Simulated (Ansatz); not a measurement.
# LiZnF3 (model cell, started as cubic perovskite with Zn in the octahedra): following an unstable mode, part 3 of 3

Which phase does LiZnF3 (model cell, started as cubic perovskite with Zn in the octahedra) fall into along its unstable mode, and how much energy does it gain?

Ansatz 0.2.0; DFT PBEsol, scalar-relativistic, plane waves, PAW; PAW set soft_1.

So far. Step 4 (The mode frozen in, largest atomic shift 0.6 Å): The run ends at a pressure of 0.85 GPa, with forces up to 0.43 eV/Å. Step 5 (Energy along the mode, all amplitudes (two of the runs …): The lowest of the steps tried is the last one, at 0.6 Å, 46.6 meV/atom below the parent; the bottom of the well need not coincide with a step.

The structure was built from a prototype and need not be the compound's stable phase.

## Step 7: The new phase in its own primitive cell

The relaxed structure is symmetrised, reduced to its primitive cell and relaxed tightly, as its phonons need.

The input, input.yaml:

```yaml
crystal:
  lattice:
    - [-2.7709020676, 3.8250431133, 2.5211737593]
    - [2.7709020676, -3.8250431133, 2.5211737593]
    - [2.7709020676, 3.8250431133, -2.5211737593]
  atoms:
    - { symbol: Li, position: [0.8032309406, 0.0532309406, 0.75] }
    - { symbol: Li, position: [0.1967690594, 0.9467690594, 0.25] }
    - { symbol: Zn, position: [0.0, 0.5, 0.5] }
    - { symbol: Zn, position: [0.5, 0.5, 0.0] }
    - { symbol: F, position: [0.1628370225, 0.5, 0.1628370225] }
    - { symbol: F, position: [0.8371629775, 0.5, 0.8371629775] }
    - { symbol: F, position: [0.8371629775, 0.0, 0.3371629775] }
    - { symbol: F, position: [0.1628370225, 0.0, 0.6628370225] }
    - { symbol: F, position: [0.5715507419, 0.3215507419, 0.25] }
    - { symbol: F, position: [0.4284492581, 0.6784492581, 0.75] }
kpoints:
  mp_grid: { grid: [6, 6, 6] }
hamiltonian:
  xc: pbesol
  pseudopotentials: { kind: paw, azcp: { folder: soft_1 }, xc_functional: pbe }
scf:
  occupations: { method: fixed }
output:
  forces: true
  stress: true
  eigenvalues: true
relax:
  adjacent_minimum: "off"
  f_tol: 0.001
  max_steps: 60
  cell: { stress_tol: 0.01 }
```

Run with:

```bash
$ ansatz run input.yaml --threads 4 --pin off --max-ram 16384MiB --backend cpu --events-out ev --progress --plain --runs-dir out
```

Numbers of over 12 decimals in the logs are rounded to 6 here.

Output:

```text
[...]
Crystal: 10 atoms, lattice volume = 106.886 Å³
Basis set: ecut = 420 eV, 2065 PW (Γ), exchange–correlation on 72×72×72 points (8 copies of the dense FFT grid, shifted against one another)
Bands: 46, of which v1, the nominal top of the filled ones, is band 36 counted from 1 (35 counted from 0)
Symmetry: 8 space group operations
[...]
k-points: 46 of 216
[...]
- { symbol: Li, position: [0.196665, 0.946665, 0.250000] }
    - { symbol: Zn, position: [0, 0.5, 0.5] }
    - { symbol: Zn, position: [0.5, 0.5, 0] }
    - { symbol: F, position: [0.162822, 0.5, 0.162822] }
    - { symbol: F, position: [0.837178, 0.5, 0.837178] }
    - { symbol: F, position: [0.837178, 0.0, 0.337178] }
    - { symbol: F, position: [0.162822, 0.0, 0.662822] }
    - { symbol: F, position: [0.571489, 0.321489, 0.250000] }
    - { symbol: F, position: [0.428511, 0.678511, 0.75] }
[key lines of the parts left out:]
SCF converged after 5 iterations
Free energy (F): -11778.800838 eV
Fermi energy:    3.066737 eV
P = ⅓ Tr σ = -0.0012 GPa (-0.012 kbar)
```

It took 12 s on 4 threads of Intel Xeon Platinum 8375C at 2.90GHz (Ice Lake), shared host; peak memory 0.62 GiB; 45 s of CPU time.

Little changed from the start: no atom moved by 0.005 Å and no cell edge by 0.1 %.

This step gave:

```
pressure           : -0.001207 GPa
direct gap on mesh : 3.923 eV
```

The largest force component left is 0.33 meV/Å and the pressure is -0.001 GPa, within the tolerances set. The cell now holds 10.69 Å³/atom.

## Step 8: Modes of the new phase, k-mesh 6×6×6

A relaxed structure may still be a saddle point, so its zone-centre modes are computed. The response to a homogeneous field gives the Born charges and the dielectric tensor.

The input, input.yaml:

```yaml
crystal:
  lattice:
    - [-2.7709608286, 3.8242968089, 2.5210024937]
    - [2.7709608286, -3.8242968089, 2.5210024937]
    - [2.7709608286, 3.8242968089, -2.5210024937]
  atoms:
    - { symbol: Li, position: [0.8033345252, 0.0533345252, 0.75] }
    - { symbol: Li, position: [0.1966654748, 0.9466654748, 0.25] }
    - { symbol: Zn, position: [0.0, 0.5, 0.5] }
    - { symbol: Zn, position: [0.5, 0.5, 0.0] }
    - { symbol: F, position: [0.1628222805, 0.5, 0.1628222805] }
    - { symbol: F, position: [0.8371777195, 0.5, 0.8371777195] }
    - { symbol: F, position: [0.8371777195, 0.0, 0.3371777195] }
    - { symbol: F, position: [0.1628222805, 0.0, 0.6628222805] }
    - { symbol: F, position: [0.5714891963, 0.3214891963, 0.25] }
    - { symbol: F, position: [0.4285108037, 0.6785108037, 0.75] }
kpoints:
  mp_grid: { grid: [6, 6, 6] }
hamiltonian:
  xc: pbesol
  pseudopotentials: { kind: paw, azcp: { folder: soft_1 }, xc_functional: pbe }
scf:
  occupations: { method: fixed }
output:
  eigenvalues: true
phonons:
  method: dfpt
  dielectric: true
  rigid_motions: translations
```

Output:

```text
[...]
Crystal: 10 atoms, lattice volume = 106.860 Å³
Basis set: ecut = 420 eV, 2065 PW (Γ), exchange–correlation on 72×72×72 points (8 copies of the dense FFT grid, shifted against one another)
Bands: 46, of which v1, the nominal top of the filled ones, is band 36 counted from 1 (35 counted from 0)
Symmetry: 8 space group operations
k-points: 112 of 216 (irreducible under 1 space group operation, time reversal used)
[...]
SCF iter   1: F=—  HF=-11788.189228 eV  |F-HF|=—  |Δ(HF+E_count)|=         —  Δρ=1.96e-1  dr2=2.49e1  ethr=3.10e-3  ⟨swp⟩=4.6  Hψ=21150  notcnv=0  defer=867
[...]
SCF iter  13: F=-11778.800838 eV  HF=-11778.800838 eV  |F-HF|=2.91e-11  |Δ(HF+E_count)|=  6.73e-11  Δρ=2.40e-7  dr2=4.27e-11  ethr=1.00e-12  ⟨swp⟩=13.1  Hψ=34841  notcnv=0
SCF 1 converged in 13 iterations: F = -11778.800838 eV  dr2 = 4.27e-11
[...]
NSCF: frozen V_eff on 5 k-points
DFPT response loops at Γ: preconditioner auto → none (the input reference at scf.mixing.eps_inf says where Resta's filter doesn't serve); β = 0.50; Broyden in place of MSR1
SCF converged after 13 iterations
Free energy (F): -11778.800838 eV
[...]
Internal energy: -11778.800838 eV  (E = F + TS)
E sigma→0 (E₀):  -11778.800838 eV
Fermi energy:    3.066737 eV
[...]
--- Band table (eV; the first three rows and the last of 112) ---
  k-point 0: bands = [... 32 lower, 1.4970, 2.1318, 2.7794, 3.0667, 6.9901, 12.8334, 13.6248, 13.6646, ... 6 higher]
  k-point 1: bands = [... 32 lower, 1.6051, 2.0284, 2.6922, 2.9097, 7.3742, 12.1098, 13.5299, 13.7498, ... 6 higher]
  k-point 2: bands = [... 32 lower, 1.8473, 1.8549, 2.4418, 2.5208, 8.3317, 10.8654, 13.5421, 13.7853, ... 6 higher]
  k-point 111: bands = [... 32 lower, 2.0460, 2.2474, 2.3312, 2.9588, 9.4194, 11.6072, 11.7078, 12.4303, ... 6 higher]
--- Phonons (Γ-DFPT): 12 representative perturbations + reference, on 112 of 216 k-points (Σ response iterations 46) ---
  k mesh reduced under 1 symmetry operation, with k and −k counted as one. Each operation leaves every solved perturbation unchanged. A smaller set is not considered because the run solves the response to a homogeneous field
  ASR residual: 1.787e-4 → 0.000e0 eV/Å²; symmetrization residual: 1.379e-6 eV/Å²
  ASR residual per site (eV/Å²): 2.03e-5 2.03e-5 1.06e-4 1.06e-4 1.33e-4 1.33e-4 1.33e-4 1.33e-4 1.79e-4 1.79e-4
  Γ frequencies (cm⁻¹): -94.29 0.00 0.00 0.00 108.74 116.51 127.51 168.97 170.16 186.22 186.84 193.55 195.09 211.14 236.47 240.73 244.50 257.37 275.51 296.61 297.44 299.32 330.83 340.80 344.75 387.49 406.79 443.68 473.53 503.89
  ε∞ (high-frequency dielectric tensor):
        2.401558     0.000000     0.000000
        0.000000     2.409412     0.000000
        0.000000     0.000000     2.372602
  softest optical mode at Γ: -94.29 cm⁻¹; the repairs (sum rule, projections) moved no ω² at Γ by more than (2.05 cm⁻¹)²
  Born effective charges Z* (e; rows j = field, columns β = displacement):
    site 0:
         1.11328    0.00000    0.00000
        -0.00000    1.06441    0.00000
         0.00000   -0.00000    1.12822
    site 1:
         1.11328    0.00000    0.00000
         0.00000    1.06441    0.00000
         0.00000   -0.00000    1.12822
    site 2:
         2.28031    0.00000    0.00000
         0.00000    2.27210    0.12334
         0.00000   -0.15886    2.19345
    site 3:
         2.28031    0.00000    0.00000
         0.00000    2.27210   -0.12334
         0.00000    0.15886    2.19345
    site 4:
        -1.29285    0.00000    0.34499
         0.00000   -0.91208    0.00000
         0.34524    0.00000   -1.11988
    site 5:
        -1.29285   -0.00000    0.34499
        -0.00000   -0.91208    0.00000
         0.34524   -0.00000   -1.11988
    site 6:
        -1.29285    0.00000   -0.34499
        -0.00000   -0.91208   -0.00000
        -0.34524   -0.00000   -1.11988
    site 7:
        -1.29285   -0.00000   -0.34499
         0.00000   -0.91208   -0.00000
        -0.34524    0.00000   -1.11988
    site 8:
        -0.80790    0.00000    0.00000
         0.00000   -1.51234    0.00000
         0.00000   -0.00000   -1.08190
    site 9:
        -0.80790    0.00000    0.00000
         0.00000   -1.51234    0.00000
         0.00000   -0.00000   -1.08190
  Z* charge neutrality: 1.064e-4 e pre-enforcement
  k-mesh period / interband length: 30.3 Å / 0.98 Å = 30.89 at k = (0.0000, 0.0000, 0.0000), direct gap 3.923 eV — 14 or more, which is no proof of convergence
  optical modes at Γ without the LO–TO term, one row a degenerate level:
      ω (cm⁻¹)  modes    IR ((D/Å)²/amu)
        -94.29      1             0.0000
        108.74      1            12.4141
        116.51      1             5.4530
        127.51      1             1.4806
        168.97      1             0.0000
        170.16      1             0.6606
        186.22      1             0.0000
[...]
optical modes at Γ + LO–TO along q̂ = [1.0000, 0.0000, 0.0000]:
      ω (cm⁻¹)  modes    IR ((D/Å)²/amu)
[...]
optical modes at Γ + LO–TO along q̂ = [0.0000, 1.0000, 0.0000]:
      ω (cm⁻¹)  modes    IR ((D/Å)²/amu)
[...]
optical modes at Γ + LO–TO along q̂ = [0.0000, 0.0000, 1.0000]:
      ω (cm⁻¹)  modes    IR ((D/Å)²/amu)
[...]
275.51      1             0.0000
        296.61      1             0.0000
        297.44      1             0.5883
        299.32      1             0.0000
        330.83      1             1.6440
        340.80      1             0.0000
        344.75      1             0.0000
        406.79      1             0.0000
        442.90      1             1.2355
        443.68      1             8.2394
        503.89      1             0.0000
        581.76      1            19.2383
```

It took 3.6 min on 4 threads; peak memory 2.5 GiB; 14 min of CPU time.

This step gave:

* sum-rule residual before enforcement: 1.79e-4 eV/Å²
* miss of the charge sum rule: 1.06e-4 e
* point group: mmm
* highest optical mode at the zone centre (no LO-TO term): 503.9 cm⁻¹
* lowest optical zone-centre mode: -94.29 cm⁻¹
* mean high-frequency dielectric constant: 2.395
* largest Born charge (third of the trace): 2.249 e
* top of the zone-centre spectrum with the field: 581.8 cm⁻¹

Without the LO-TO term. Patterns of degenerate modes are one choice out of their space. Modes at Γ, with each element's share of the kinetic energy (negative means imaginary):

```tsv
mode	frequency (cm⁻¹)	symmetry	Li %	Zn %	F %
1	-94.3	B1g	0	0	100
2	0.0	acoustic	5	51	44
3	0.0	acoustic	5	51	44
4	0.0	acoustic	5	51	44
5	108.7	B3u	54	4	42
6	116.5	B2u	1	68	31
7	127.5	B3u	6	0	94
8	169.0	Au	0	26	74
9	170.2	B1u	0	90	10
10	186.2	B3g	33	0	67
11	186.8	B2g	57	0	43
12	193.6	B3u	34	32	33
13	195.1	B1u	0	31	69
14	211.1	B3g	2	0	98
15	236.5	B2u	50	28	22
16	240.7	B2g	30	0	70
17	244.5	Ag	12	0	88
18	257.4	B1u	11	17	72
19	275.5	Au	0	74	26
20	296.6	B1g	0	0	100
21	297.4	B2u	17	23	60
22	299.3	B3g	65	0	35
23	330.8	B2u	27	30	43
24	340.8	B2g	13	0	87
25	344.8	Ag	1	0	99
26	387.5	B1u	83	0	16
27	406.8	Ag	88	0	12
28	443.7	B3u	0	13	87
29	473.5	B1u	0	12	88
30	503.9	B3g	0	0	100
```

Displacements in mode 1 (-94.3 cm⁻¹), the largest set to 1:
```
Li1  0.00  0.00  0.00
Li2  0.00  0.00  0.00
Zn3  0.00  0.00  0.00
Zn4  0.00  0.00  0.00
F5   1.00  0.00  0.96
F6  -1.00  0.00 -0.96
F7  -1.00  0.00  0.96
F8   1.00  0.00 -0.96
F9   0.00  0.00  0.00
F10  0.00  0.00  0.00
```

Displacements in mode 21 (297.4 cm⁻¹), the largest set to 1:
```
Li1  0.00  0.92  0.00
Li2  0.00  0.92  0.00
Zn3  0.00 -0.26  0.24
Zn4  0.00 -0.26 -0.24
F5   0.00 -0.23  0.00
F6   0.00 -0.23  0.00
F7   0.00 -0.23  0.00
F8   0.00 -0.23  0.00
F9   0.00  1.00  0.00
F10  0.00  1.00  0.00
```

Optical modes at the zone centre, without and with the macroscopic field of the longitudinal modes; each column is sorted by frequency, so a row need not hold one and the same mode. Modes with and without the field, by row:

```tsv
rank among optical modes	no field (cm⁻¹)	q along (1, 0, 0) (cm⁻¹)	q along (0, 1, 0) (cm⁻¹)	q along (0, 0, 1) (cm⁻¹)
1	-94.3	-94.3	-94.3	-94.3
2	108.7	116.5	108.7	108.7
3	116.5	125.5	127.5	116.5
4	127.5	169	153.1	127.5
5	169	170.2	169	169
6	170.2	186.2	170.2	172.7
7	186.2	186.8	186.2	186.2
8	186.8	193.2	186.8	186.8
9	193.6	195.1	193.6	193.6
10	195.1	211.1	195.1	211.1
11	211.1	236.5	211.1	229.4
12	236.5	240.7	240.7	236.5
13	240.7	244.5	244.5	240.7
14	244.5	257.4	257.4	244.5
15	257.4	275.5	275.5	265.5
16	275.5	290.7	294.2	275.5
17	296.6	296.6	296.6	296.6
18	297.4	297.4	299.3	297.4
19	299.3	299.3	321.1	299.3
20	330.8	330.8	340.8	330.8
21	340.8	340.8	344.8	340.8
22	344.8	344.8	387.5	344.8
23	387.5	387.5	406.8	406.8
24	406.8	406.8	443.7	442.9
25	443.7	473.5	473.5	443.7
26	473.5	503.9	475.9	503.9
27	503.9	556.1	503.9	581.8
```

Born charge (rows field, columns displacement) (e), principal values of the symmetric part by kind of site:

```tsv
atom	atoms with these values	low	middle	high	mean
Li1	2	1.06	1.11	1.13	1.10
Zn3	2	2.19	2.28	2.28	2.25
F5	4	-1.56	-0.91	-0.85	-1.11
F9	2	-1.51	-1.08	-0.81	-1.13
```

In full for Zn3:

```
 2.28  0.00  0.00
 0.00  2.27  0.12
 0.00 -0.16  2.19
```

High-frequency dielectric tensor:

```
2.40 0.00 0.00
0.00 2.41 0.00
0.00 0.00 2.37
```

Transverse modes; imaginary modes are left out. Lines of the infrared spectrum (strongest = 100):

```tsv
position (cm⁻¹)	lines merged	relative intensity
109	1	95
116	1	42
128	1	11
169	1	0.0
170	1	5.0
186	1	0.0
187	1	0.0
194	1	0.4
195	1	31
211	1	0.0
236	1	100
241	1	0.0
244	1	0.0
257	1	4.9
276	1	0.0
297	2	4.5
299	1	0.0
331	1	13
341	1	0.0
345	1	0.0
388	1	87
407	1	0.0
444	1	63
474	1	35
504	1	0.0
```

Before it was imposed, the acoustic sum rule was missed by 1.8e-4 eV/Å² and the charge sum rule by 1.1e-4 e. Small misses are needed for a sound result but don't prove that mesh and cutoff are converged. The lowest optical mode is imaginary, 94.3i cm⁻¹, so the energy falls along it.

## Step 9: The phases reached

The phases reached along the modes that were followed are set side by side.

Energies are those of the first relaxation, on the mesh of the frozen mode; space group, volume and gap are those of the last relaxation. Phases, by row:

```tsv
mode frozen in	space group	energy from parent (meV/atom)	volume (Å³/atom)	gap on mesh (eV)	lowest zone-centre optical mode (cm⁻¹)	largest shift (Å)
parent	Pm-3m	0	12.49	3.08	–	–
q = (0, 0, 0), 231i cm⁻¹	P4mm	-100.2	12.87	3.361	101.7	1.181
q = (0, 0, 0), 231i cm⁻¹	R3m	-109.1	13.01	3.779	72.4	0.956
q = (0, 0, 0), 231i cm⁻¹	Amm2	-86.49	12.81	3.607	-212.2	0.861
q = (-0.5, -0.5, -0.5), 220i cm⁻¹	I4/mmm	-65.67	12.84	3.407	-127.8	0.827
q = (-0.5, -0.5, -0.5), 220i cm⁻¹	R-3m	-89.65	13.03	3.632	-120.3	1.072
q = (-0.5, -0.5, -0.5), 220i cm⁻¹	Imma	-191.8	10.69	3.923	-94.3	0.9
```

## Step 10: Summary of results

* unstable mode of the parent: q = (-0.5, -0.5, -0.5), 220i cm⁻¹
* depth at the lowest point sampled: 46.6 meV/atom
* largest atomic shift at that point: 0.6 Å
* space group reached (within 0.01 Å): Imma
* energy gained over the parent (first relaxation, on the mesh of the frozen mode): 192 meV/atom
* volume per atom, phase reached: 10.7 Å³
* gap on the k-mesh, phase reached: 3.92 eV
* lowest optical zone-centre mode, phase reached: -94.3 cm⁻¹
* highest optical mode at the zone centre (no LO-TO term), phase reached: 504 cm⁻¹

**Reading.** From this start the structure relaxes into Imma, 192 meV/atom below the parent. At the parent's cell the well is 46.65 meV/atom deep on the steps tried, with its lowest point at a shift of 0.6 Å. That is the last step tried, so the steps alone don't bracket the bottom of the well. Relaxing atoms and cell changes the gain by +145.19 meV/atom against the lowest step (energies at zero smearing). Most of the total comes from this relaxation. The frozen pattern makes up only 4 % of the final shifts of the atoms, so other modes or strain give most of the change. The new phase still has an imaginary mode at the zone centre of its cell, so it is a saddle point on the way to a lower structure. Of the 6 patterns followed to their end from this parent, this one reaches the lowest energy. Each path keeps the symmetry of its pattern, so a lower phase may lie along a pattern not tried. The PAW files were made for PBE and serve the other functionals too. The starting cell was built on a prototype and not taken from a measurement, so the phase need not exist.

[Logs are printed without paths, hosts, clocks, repeated set-up lines and the standing remarks that a program may print on its own settings, such as how far it seeks lower states.]

[Hosts, paths, dates, database ids (printed as entryN), source tags and the programs' standing remarks are cut or masked in the printed files.]
